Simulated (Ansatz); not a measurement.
# VGe2P4 monolayer in a perpendicular field, part 2 of 2

What dipole does a perpendicular field induce in the VGe2P4 monolayer? A positive field points along +c.

Ansatz 0.2.0; plane-wave DFT, PBE-D3(BJ), Ansatz PAW.

So far. Step 2 (Relaxation): The lattice constant a goes from 3.580 to 3.515 Å.

## Step 3: Single point, field 0

A sawtooth potential applies the field, turning back in the middle of the vacuum. With the dipole correction the typed value is the field outside the slab. The induced dipole is small, so the SCF threshold is tight.

The cell differs from the one that the last finished run ended in (c 47.951 → 27.499 Å).

input.yaml reads:

```yaml
crystal:
  lattice:
    - [3.5147524408, 0.0, 0.0]
    - [-1.7573762204, 3.0438649018, 0.0]
    - [0.0, 0.0, 27.4988347867]
  atoms:
    - { symbol: P, position: [0.0, 0.0, 0.3272865949] }
    - { symbol: Ge, position: [0.3333333333, 0.6666666667, 0.3674216503], spin: 0.01 }
    - { symbol: P, position: [0.3333333333, 0.6666666667, 0.4522090426], spin: -0.03 }
    - { symbol: V, position: [0.0, 0.0, 0.5], spin: 0.64 }
    - { symbol: P, position: [0.3333333333, 0.6666666667, 0.5477909574], spin: -0.03 }
    - { symbol: Ge, position: [0.3333333333, 0.6666666667, 0.6325783497], spin: 0.01 }
    - { symbol: P, position: [0.0, 0.0, 0.6727134051] }
magnetization:
  spin_polarized: true
kpoints:
  mp_grid: { grid: [18, 18, 1] }
  band_path:
    path: [[0, 0, 0], [0.5, 0, 0], [0.33333333, 0.33333333, 0], [0, 0, 0]]
    npoints: 16
hamiltonian:
  xc: pbe
  dispersion: d3bj
scf:
  occupations: { method: fermi_dirac, width: 0.02585 }
  convergence: { dr2_threshold: 1.0e-10 }
efield:
  axis: 3
  dipole_correction: true
  ramp_position: 0.97
  ramp_width: 0.06
  amplitude: 0
output:
  dos: { projected: true, e_range: [-6, 5] }
  write_potential: true
  write_density: true
  volumetric_format: npy
  elf: true
```

Started as:

```bash
> ansatz run input.yaml --threads 4 --pin off --max-ram 6144MiB --backend cpu --events-out ev --progress --plain --runs-dir out
```

Numbers of over 12 decimals in the logs are rounded to 6 here.

Output:

```text
[...]
Crystal: 7 atoms, lattice volume = 294.194 Å³
Basis set: ecut = 420 eV, 5725 PW (Γ)
Bands: 38, of which v1, the nominal top of the filled ones, is band 31 counted from 1 (30 counted from 0)
Symmetry: 6 space group operations
k-points: 37 of 324 (time reversal used)
[...]
Starting moments: Σ|m| = 0.72 μB on 5 of 7 sites
[...]
SCF iter   1: F=—  HF=-14523.255054 eV  |F-HF|=—  |Δ(HF+E_count)|=         —  Δρ=1.76e-2 (↑1.76e-2 ↓1.47e-2)  dr2=3.50e0  dr2_m=1.25e-1  M=0.196 μB ∫|m|=0.255 μB  β_m=0.44  ethr=3.10e-3  p=0.000 e·Å  D=2.01e-13 V/Å  ΔV_dip=-0.00 eV  dr2_dipole=2.38e-5  V_vac-E_F(+/−)=6.33/6.33 eV  ⟨swp⟩=10.7  Hψ=14586  notcnv=0
[...]
efield: sawtooth ramp at fractional position 0.9700 (set: `efield.ramp_position`, or a place that a band, a saddle search or an elastic batch's reference lends), width 0.0600; the density the first Hamiltonian is built on has a dipole p = 0.000 e·Å; the dipole correction subtracts the counter field D = 2.01e-13 V/Å, which shifts the + side's vacuum level by -0.00 eV against the − side's; the planar-averaged density in the ramp window peaks in size at 1.2e-5 e/Å³
[...]
SCF iter   2: F=—  HF=-14525.665171 eV  |F-HF|=—  |Δ(HF+E_count)|=    2.41e0  Δρ=1.10e-2 (↑1.10e-2 ↓9.66e-3)  dr2=1.33e0  dr2_m=3.38e-2  M=0.214 μB ∫|m|=0.273 μB  β_m=0.52  ethr=3.10e-3  p=-0.000 e·Å  D=-1.79e-5 V/Å  ΔV_dip=0.00 eV  dr2_dipole=3.27e-7  V_vac-E_F(+/−)=5.99/5.99 eV  ⟨swp⟩=2.1  Hψ=3984  notcnv=0  defer=143
density mixer auto → msr1: a metal under ldos (density of states about μ 0.79 of a free-electron gas's, 36 screened modes)
SCF iter   3: F=—  HF=-14528.288321 eV  |F-HF|=—  |Δ(HF+E_count)|=    2.62e0  Δρ=3.15e-3 (↑3.12e-3 ↓3.15e-3)  dr2=7.19e-2  dr2_m=1.08e-2  M=0.354 μB ∫|m|=0.409 μB  β_m=0.68  ethr=2.19e-3  p=0.001 e·Å  D=3.62e-4 V/Å  ΔV_dip=-0.01 eV  dr2_dipole=5.39e-5  V_vac-E_F(+/−)=5.68/5.69 eV  ⟨swp⟩=2.9  Hψ=4419  notcnv=0  defer=143
[...]
SCF iter  16: F=-14528.463616 eV  HF=-14528.463616 eV  |F-HF|=1.46e-11  |Δ(HF+E_count)|=  4.18e-11  Δρ=2.27e-8 (↑2.20e-8 ↓2.27e-8)  dr2=3.71e-12  dr2_m=7.10e-13  M=0.797 μB ∫|m|=0.981 μB  ethr=1.00e-12  p=-0.000 e·Å  D=-1.76e-8 V/Å  ΔV_dip=0.00 eV  dr2_dipole=1.56e-13  V_vac-E_F(+/−)=5.47/5.47 eV  ⟨swp⟩=11.7  Hψ=10597  notcnv=0
SCF 1 converged in 16 iterations: F = -14528.463616 eV  dr2 = 3.71e-12
[...]
NSCF: frozen V_eff on 49 k-points
efield: sawtooth ramp at fractional position 0.9700 (kept from the solve that this one continues, or follows in the run), width 0.0600; the density the first Hamiltonian is built on has a dipole p = -0.000 e·Å; the dipole correction subtracts the counter field D = -1.76e-8 V/Å, which shifts the + side's vacuum level by +0.00 eV against the − side's; the planar-averaged density in the ramp window peaks in size at 1.2e-5 e/Å³
SCF converged after 16 iterations
Magnetization: 0.7968 μB (30.8984 up, 30.1016 down)
Absolute magnetization: 0.9820 μB (∫|ρ↑−ρ↓|, with the PAW one-centre terms)
[...]
Per-site moments (μB) at R_I (Å): [(0.00174773, 0.952858), (0.00585842, 0.952858), (-0.030768, 0.961766), (0.656319, 0.997273), (-0.030768, 0.961766), (0.00585842, 0.952858), (0.00174769, 0.952858)]
Free energy (F): -14528.463616 eV
[...]
Internal energy: -14528.460841 eV  (E = F + TS)
E sigma→0 (E₀):  -14528.462228 eV
Entropy (-TS):   -0.002775 eV (-0.396 meV/atom)
Fermi energy:    0.736828 eV
Dipole field:    D = 0.000000 V/Å  (p = 0.000001 e·Å, saw-weighted, corrected)
Work function:   Φ+ = 5.4654 eV   Φ− = 5.4654 eV
Levels:          The Fermi level and band energies are counted from a zero that moves with the ramp; work functions are not
[...]
--- Band table (eV; the first three rows and the last of 74) ---
  k-point 0 ↑: bands = [... 27 lower, 0.4254, 0.4958, 0.4958, 0.8701, 3.5656, 3.5656, 3.6651, 3.7355, ... 3 higher]
  k-point 1 ↑: bands = [... 27 lower, 0.3266, 0.3311, 0.4135, 0.8829, 3.4276, 3.5379, 3.6194, 3.7015, ... 3 higher]
  k-point 2 ↑: bands = [... 27 lower, 0.0885, 0.2085, 0.2830, 0.8398, 3.1363, 3.1667, 3.5643, 3.7505, ... 3 higher]
  k-point 36 ↓: bands = [... 27 lower, -1.5923, -0.7078, -0.0666, 1.3477, 2.0513, 2.2524, 2.7538, 3.0625, ... 3 higher]
```

Run time: 29 s. Hardware: 4 threads of Intel Xeon Platinum 8488C (Sapphire Rapids), shared host; peak memory 1.3 GiB; 1.9 min of CPU time.

Reading the cycles: dr2 is the Hartree energy of the density residual (eV), the measure of convergence; HF is the Harris–Foulkes estimate of the energy, which meets the free energy F at convergence.

Numbers from this step:

```yaml
energy_at_zero_smearing: -14528.4622 eV
total_moment: 0.7968 μB
site_moments: 0.001748, 0.005858, -0.03077, 0.6563, -0.03077, 0.005858, 0.001748 μB
work_function_upper_face: 5.465 eV
dipole_along_the_normal: 6.83e-7 e·Å
```

Running mean over a fixed 2.7 Å (it still follows the layers) of the planar mean; the ramp of the sawtooth is left out. Electron's electrostatic potential energy less the Fermi level against z:

| z (Å) | electron's electrostatic potential energy less the Fermi level (eV) |
| --- | --- |
| 3.5 | 5.47 |
| 4.0 | 5.47 |
| 4.5 | 5.46 |
| 5.0 | 5.46 |
| 5.5 | 5.45 |
| 6.0 | 5.42 |
| 6.5 | 5.26 |
| 7.0 | 4.61 |
| 7.5 | 2.56 |
| 8.0 | -0.378 |
| 8.5 | -3.13 |
| 9.0 | -5.55 |
| 9.5 | -6.96 |
| 10.0 | -6.43 |
| 10.5 | -4.63 |
| 11.0 | -3.84 |
| 11.5 | -3.82 |
| 12.0 | -3.93 |
| 12.5 | -5.16 |
| 13.0 | -6.79 |
| 13.5 | -7.62 |
| 14.0 | -7.62 |
| 14.5 | -6.78 |
| 15.0 | -5.15 |
| 15.5 | -3.93 |
| 16.0 | -3.82 |
| 16.5 | -3.84 |
| 17.0 | -4.63 |
| 17.5 | -6.43 |
| 18.0 | -6.96 |
| 18.5 | -5.54 |
| 19.0 | -3.13 |
| 19.5 | -0.371 |
| 20.0 | 2.57 |
| 20.5 | 4.62 |
| 21.0 | 5.26 |
| 21.5 | 5.42 |
| 22.0 | 5.45 |
| 22.5 | 5.46 |
| 23.0 | 5.46 |
| 23.5 | 5.47 |
| 24.0 | 5.47 |

The density of states has structure finer than the step of the table below, so its rows give means over 0.25 eV, whole bins alone (the curve runs from -6 to 1.99 eV). Peaks (eV: height): total -5.060: 7.43, -4.730: 6.77, -2.310: 8.61, -1.970: 8.20, -1.530: 9.14, -1.310: 8.06, -1.090: 8.21; up -2.360: 4.74, -2.200: 3.97, -1.970: 4.82, -1.670: 4.38, -1.560: 4.92, -1.120: 4.51, -0.460: 5.00; down -3.680: 4.18, -3.110: 4.41, -2.310: 5.27, -1.840: 4.02, -1.530: 5.02, -1.310: 4.26, -1.040: 5.09.

Table of density of states by energy, zero at the Fermi level; means over each step; values in states/eV a cell:

```
energy (eV)  total      up   down
      -5.75  0.397   0.199  0.198
      -5.50  0.430   0.216  0.214
      -5.25  0.645   0.333  0.313
      -5.00   1.92    1.23  0.693
      -4.75   5.06    2.47   2.59
      -4.50   2.73    1.49   1.25
      -4.25   2.62    1.20   1.42
      -4.00   2.28    1.27   1.01
      -3.75   4.74    2.28   2.46
      -3.50   2.69    1.31   1.39
      -3.25   2.98    1.78   1.20
      -3.00   3.85    1.72   2.13
      -2.75   3.27    1.79   1.49
      -2.50   5.33    2.76   2.57
      -2.25   6.66    3.42   3.24
      -2.00   6.29    3.27   3.02
      -1.75   4.90    2.40   2.50
      -1.50   7.07    3.83   3.24
      -1.25   6.41    3.20   3.21
      -1.00   6.64    2.83   3.81
      -0.75   3.20    1.52   1.67
      -0.50   3.74    2.78  0.955
      -0.25   1.60    1.24  0.362
       0.00   1.39   0.629  0.765
       0.25   1.78  0.0998   1.68
       0.50   1.47   0.500  0.967
       0.75   1.31   0.754  0.560
       1.00   1.41    1.41      0
       1.25   2.25    1.75  0.502
       1.50   2.47   0.987   1.48
       1.75   3.63    1.23   2.40
```

Projected DOS per atom over height of the atomic layer and energy from the Fermi level. Layers: P Ge P V P Ge P from below.

Ten even steps from '_' (0.01 states/eV) to '@' (2.04 states/eV), each cell a mean:
```
......@@......
____..##..____
______**______
______++______
______**______
______++______
..____##____..
::__::==::__::
++..++##++..++
++..++##++..++
==..======..==
++::++==++::++
--::==--==::--
::..::::::..::
::..::::::..::
::::--::--::::
....::..::....
....--..--....
::::==..==::::
..__________..
______________
______________
```
Columns: height of the atomic layer (Å) from 9 to 18.5 (not evenly spaced); rows upwards: energy from the Fermi level (eV) from -5.96 to 1.96.

Projected DOS per atom, spin up over height of the atomic layer and energy from the Fermi level. Layers: P Ge P V P Ge P from below.

Values in states/eV, 22 rows by 7 columns, each cell a mean:
```
0.18 0.15 0.18 0.58 0.18 0.15 0.18
0.05 0.02 0.13 0.62 0.13 0.02 0.05
0.07 0.06 0.13 1.24 0.13 0.06 0.07
0.01 0.01 0.03 0.66 0.03 0.01 0.01
0.00 0.00 0.00 0.24 0.00 0.00 0.00
0.04 0.02 0.02 0.47 0.02 0.02 0.04
0.15 0.07 0.11 1.36 0.11 0.07 0.15
0.27 0.10 0.18 0.57 0.18 0.10 0.27
0.54 0.13 0.46 0.76 0.46 0.13 0.54
0.57 0.17 0.60 0.89 0.60 0.17 0.57
0.46 0.19 0.44 0.52 0.44 0.19 0.46
0.58 0.27 0.52 0.51 0.52 0.27 0.58
0.40 0.27 0.43 0.40 0.43 0.27 0.40
0.28 0.19 0.21 0.22 0.21 0.19 0.28
0.25 0.18 0.26 0.27 0.26 0.18 0.25
0.30 0.25 0.31 0.27 0.31 0.25 0.30
0.15 0.14 0.28 0.18 0.28 0.14 0.15
0.14 0.17 0.32 0.15 0.32 0.17 0.14
0.24 0.30 0.43 0.18 0.43 0.30 0.24
0.13 0.11 0.11 0.03 0.11 0.11 0.13
0.05 0.04 0.02 0.01 0.02 0.04 0.05
0.04 0.04 0.01 0.00 0.01 0.04 0.04
```
Columns: height of the atomic layer (Å) from 9 to 18.5 (not evenly spaced); rows upwards: energy from the Fermi level (eV) from -5.96 to 1.96.

Projected DOS per atom, spin down over height of the atomic layer and energy from the Fermi level. Layers: P Ge P V P Ge P from below.

Ten even steps from '_' (0.00 states/eV) to '@' (1.46 states/eV), each cell a mean:
```
______@@______
______**______
______________
______::______
______##______
______--______
______________
::__..::..__::
--__==++==__--
--..======..--
--..::--::..--
==..--::--..==
::..::::::..::
::..........::
..............
::..::..::..::
____..__..____
__..::__::..__
..::::__::::..
______________
______________
______________
```
Columns: height of the atomic layer (Å) from 9 to 18.5 (not evenly spaced); rows upwards: energy from the Fermi level (eV) from -5.96 to 1.96.

Deep bands are left out, so band numbers here count from the lowest band kept and differ from the log's. The electronic bands at the labelled points (eV, zero at the Fermi level; # counts the bands kept):

```
  point  up #9  up #11  up #12  up #13  down #9  down #11  down #12  down #13
      Γ  -0.31   -0.24   -0.24    0.13    -0.30     -0.17     -0.17      0.78
halfway  -1.63   -1.12   -0.80   -0.30    -1.53     -0.96     -0.77      0.40
      M  -1.85   -1.51   -0.95   -0.77    -1.83     -1.46     -0.82     -0.18
halfway  -2.13   -1.57   -1.09   -0.34    -2.05     -1.52     -1.03      0.27
      K  -2.46   -1.46   -0.84   -0.01    -2.43     -1.44     -0.80      0.61
halfway  -1.84   -1.29   -0.82   -0.38    -1.73     -1.16     -0.78      0.34
      Γ  -0.31   -0.24   -0.24    0.13    -0.30     -0.17     -0.17      0.78
```

Site moment by atom:

| atom | site moment (μB) |
| --- | --- |
| P1 | 0.002 |
| Ge2 | 0.006 |
| P3 | -0.031 |
| V4 | 0.656 |
| P5 | -0.031 |
| Ge6 | 0.006 |
| P7 | 0.002 |

Spin density in the ca plane at fractional y = 0.667, with atoms of Ge and P within 0.2 Å of it.

Values in units of 1e-2 e/Å³, 5 rows by 16 columns, each cell a mean:
```
 0.0  0.0  0.0  0.0  0.0  0.0  0.0  0.2  2.4  1.6  0.2  0.0  0.0  0.0  0.0  0.0
 0.0  0.0  0.0  0.0  0.0  0.0  0.0 -0.2  1.6  1.0 -0.2  0.0  0.0  0.0  0.0  0.0
 0.0  0.0  0.0  0.0  0.0  0.2  0.2 -0.7 -0.2 -0.5 -0.6  0.3  0.1  0.1  0.0  0.0
 0.0  0.0  0.0  0.0  0.1  0.2  0.4 -0.4 -0.5 -0.6 -0.2  0.5  0.1  0.1  0.0  0.0
 0.0  0.0  0.0  0.0  0.0  0.1  0.0 -0.6  0.8  0.3 -0.5  0.1  0.1  0.0  0.0  0.0
```
Columns run along c (16.0 Å, from fractional 0.19 to 0.77 of the cell), rows up along a (3.5 Å). Atoms in or near the plane, at fractional coordinates: Ge at (0.37, 0.33), P at (0.45, 0.33), P at (0.55, 0.33), Ge at (0.63, 0.33).

Electrostatic potential energy in the ca plane at fractional y = 0.667, with atoms of Ge and P within 0.2 Å of it. With pseudopotentials it is smooth inside the atoms' cores, unlike the true potential.

Ten even steps from '0' (-54 eV) to '9' (6 eV), each cell a mean:
```
99999999998889999999998888899999999888899999
99999999998889999999998878899999999988899999
99999999998888899999998888899999998888899999
99999999999886678988778888877889876788999999
99999999999863346873015888511478633368999999
99999999999742125760002787100167521247999999
99999999999852235861003787300168532358999999
99999999999875457886347888743688754578999999
99999999999888889998888888888899988888999999
```
Columns run along c (16.0 Å, from fractional 0.19 to 0.77 of the cell; values clipped at the 3rd and 97th percentile), rows up along a (3.5 Å). Atoms in or near the plane, at fractional coordinates: Ge at (0.37, 0.33), P at (0.45, 0.33), P at (0.55, 0.33), Ge at (0.63, 0.33).

Valence density in the ca plane at fractional y = 0.667, with atoms of Ge and P within 0.2 Å of it. It is the smooth field of the valence electrons, not physical close to the nuclei.

Ten steps, logarithmic in the rise over the least value, from '0' (0 e/Å³) to '9' (34 e/Å³), each cell a mean:
```
00000000000000000001111100000001111110000000
00000000000000000001111100000000111000000000
00000000000000000000111110000011111111000001
00000000000000000000111221111122111122111112
00000000000000000000013553112222211222221136
00000000000000000000015995222101211210122269
00000000000000000000014884222112211221122258
00000000000000000000012332111222111122211123
00000000000000000000111111000111111111100011
```
Columns run along c (16.0 Å, from fractional 0.06 to 0.64 of the cell), rows up along a (3.5 Å). Atoms in or near the plane, at fractional coordinates: Ge at (0.37, 0.33), P at (0.45, 0.33), P at (0.55, 0.33), Ge at (0.63, 0.33).

The work function of the upper face is 5.47 eV.

## Step 4: Single point, field 0.1 V/Å

input.yaml: that of step 3 with these lines changed.

```diff
@@ -31,5 +31,4 @@
   ramp_width: 0.06
-  amplitude: 0
+  amplitude: 0.1
 output:
-  dos: { projected: true, e_range: [-6, 5] }
   write_potential: true
@@ -37,2 +36 @@
   volumetric_format: npy
-  elf: true
```

Output:

```text
[...]
Crystal: 7 atoms, lattice volume = 294.194 Å³
Basis set: ecut = 420 eV, 5725 PW (Γ)
Bands: 38, of which v1, the nominal top of the filled ones, is band 31 counted from 1 (30 counted from 0)
Symmetry: 6 space group operations
k-points: 37 of 324 (time reversal used)
[...]
Starting moments: Σ|m| = 0.72 μB on 5 of 7 sites
[...]
k-point 1 ↑: bands = [... 27 lower, 0.3263, 0.3282, 0.4156, 0.8828, 3.4267, 3.5377, 3.6188, 3.7015, ... 3 higher]
  k-point 2 ↑: bands = [... 27 lower, 0.0867, 0.2097, 0.2825, 0.8397, 3.1337, 3.1683, 3.5638, 3.7502, ... 3 higher]
  k-point 36 ↓: bands = [... 27 lower, -1.5926, -0.7085, -0.0665, 1.3473, 2.0509, 2.2520, 2.7531, 3.0621, ... 3 higher]
[key lines of the parts left out:]
SCF converged after 16 iterations
Magnetization: 0.7967 μB (30.8983 up, 30.1017 down)
Free energy (F): -14528.467043 eV
Fermi energy:    0.736535 eV
Dipole field:    D = 0.042159 V/Å  (p = 0.068543 e·Å, saw-weighted, corrected)
```

Wall time 29 s (4 threads); peak memory 1.3 GiB.

The dipole is 0.0685 e·Å.

## Step 5: Single point, field -0.1 V/Å

input.yaml: that of step 4 with these lines changed.

```diff
@@ -31,3 +31,3 @@
   ramp_width: 0.06
-  amplitude: 0.1
+  amplitude: -0.1
 output:
```

Output:

```text
[...]
Crystal: 7 atoms, lattice volume = 294.194 Å³
Basis set: ecut = 420 eV, 5725 PW (Γ)
Bands: 38, of which v1, the nominal top of the filled ones, is band 31 counted from 1 (30 counted from 0)
Symmetry: 6 space group operations
k-points: 37 of 324 (time reversal used)
[...]
Starting moments: Σ|m| = 0.72 μB on 5 of 7 sites
[...]
k-point 1 ↑: bands = [... 27 lower, 0.3263, 0.3282, 0.4156, 0.8828, 3.4267, 3.5377, 3.6188, 3.7015, ... 3 higher]
  k-point 2 ↑: bands = [... 27 lower, 0.0867, 0.2097, 0.2825, 0.8397, 3.1337, 3.1683, 3.5638, 3.7502, ... 3 higher]
  k-point 36 ↓: bands = [... 27 lower, -1.5926, -0.7085, -0.0665, 1.3473, 2.0509, 2.2520, 2.7531, 3.0621, ... 3 higher]
[key lines of the parts left out:]
SCF converged after 17 iterations
Magnetization: 0.7967 μB (30.8983 up, 30.1017 down)
Free energy (F): -14528.467043 eV
Fermi energy:    0.736538 eV
Dipole field:    D = -0.042157 V/Å  (p = -0.068540 e·Å, saw-weighted, corrected)
```

Wall time 30 s (4 threads); peak memory 1.3 GiB.

The dipole is -0.0685 e·Å.

## Step 6: Response, atoms held

This step: plane-wave DFT, PBE-D3(BJ), Ansatz PAW; response to a field along the normal, atoms held (Ansatz 0.2.0).

The dipoles give the slope, and the difference of two potentials shows where the field is screened.

This step gave:

- equivalent conductor thickness p/(ε₀AE): 11.59 Å
- distance between the outer atoms: 9.499 Å

Table of dipole of the cell by applied field:

| applied field (V/Å) | dipole of the cell (e·Å) |
| --- | --- |
| -0.1000 | -0.0685 |
| 0.0000 | 6.8e-7 |
| 0.1000 | 0.0685 |

The total moment stays at 0.797 μB for applied field from -0.1 to 0.1 V/Å.

Local field over the applied field, running mean. From the potentials at -0.1 and 0.1 V/Å; running mean over 2.5 Å. Table of local field over applied field by z:

```
z (Å)  local field over applied field
    5                           0.995
    6                           0.960
    7                           0.781
    8                           0.435
    9                           0.120
   10                          0.0441
   11                          0.0554
   12                          0.0394
   13                          0.0238
   14                         0.00913
   15                          0.0283
   16                          0.0590
   17                          0.0435
   18                          0.0564
   19                           0.260
   20                           0.614
   21                           0.899
   22                           0.985
   23                           0.998
```

The induced electron density oscillates, so the rows of the table below give means over windows of 1.58 Å about each position, cut where the curve ends. Its maxima inside the range that stand out by 2 % of the span (Å: e/Å³ per V/Å): 8.0: 0.00366, 9.3: 8.3e-4, 11.0: 5.8e-4, 12.5: 9.0e-4, 14.2: 8.4e-4, 15.6: 2.4e-4, 17.2: 0.00125, 18.6: -4.5e-4. Its minima: 8.9: 4.5e-4, 10.3: -0.00125, 11.9: -2.4e-4, 13.3: -8.4e-4, 15.0: -9.0e-4, 16.5: -5.8e-4, 18.2: -8.3e-4, 19.5: -0.00366.

Electrons, planar mean, per unit field. Table of induced electron density by z; means over each step:

z (Å), induced electron density (e/Å³ per V/Å) and a bar from the least value:
```
     4.80    0.00002 #############
     6.38    0.00057 #################
     7.96    0.00263 ##############################
     9.54    0.00008 ##############
    11.12    0.00000 #############
    12.70    0.00009 ##############
    14.28    0.00002 #############
    15.86   -0.00025 ###########
    17.44    0.00026 ###############
    19.02   -0.00201 
    20.60   -0.00133 ####
    22.18   -0.00007 #############
```

By hand: between -0.1 and 0.1 V/Å the dipole changes by 0.1371 e·Å, a slope of 0.6854 e·Å²/V. A perfect conductor of thickness t has p = ε₀AEt, so t = 180.95 × 0.6854 / 10.698 = 11.59 Å (e/ε₀ = 180.95 V·Å, A in Å²).

The induced dipole is that of a conductor 11.59 Å thick.

## Step 7: Summary of results

| Quantity | Value |
| --- | --- |
| gap without field | none |
| work function, upper face | 5.47 eV |
| equivalent conductor thickness, atoms held | 11.6 Å |

**Reading.** The induced dipole equals that of a perfect conductor 11.59 Å thick, while the outer atoms lie 9.50 Å apart. There is no gap over 0.03 eV, with or without the field. For an open d or f shell that can be the fault of a semilocal functional without a Hubbard term. The magnetic order is the one reached from the typed start; other orders were not compared. Spin-orbit coupling is left out. The outer anions sit over the metal atoms, one of several polytypes of such layers and not the lowest for every compound.

[Logs are printed without paths, hosts, clocks, repeated set-up lines and the standing remarks that a program may print on its own settings, such as how far it seeks lower states.]

[Hosts, paths, dates, database ids (printed as entryN), source tags and the programs' standing remarks are cut or masked in the printed files.]

[Maps of the electrostatic potential energy from Ansatz leave out the sawtooth potential of an applied field or a dipole correction, so their vacuum need not be flat; planar profiles and work functions include it.]
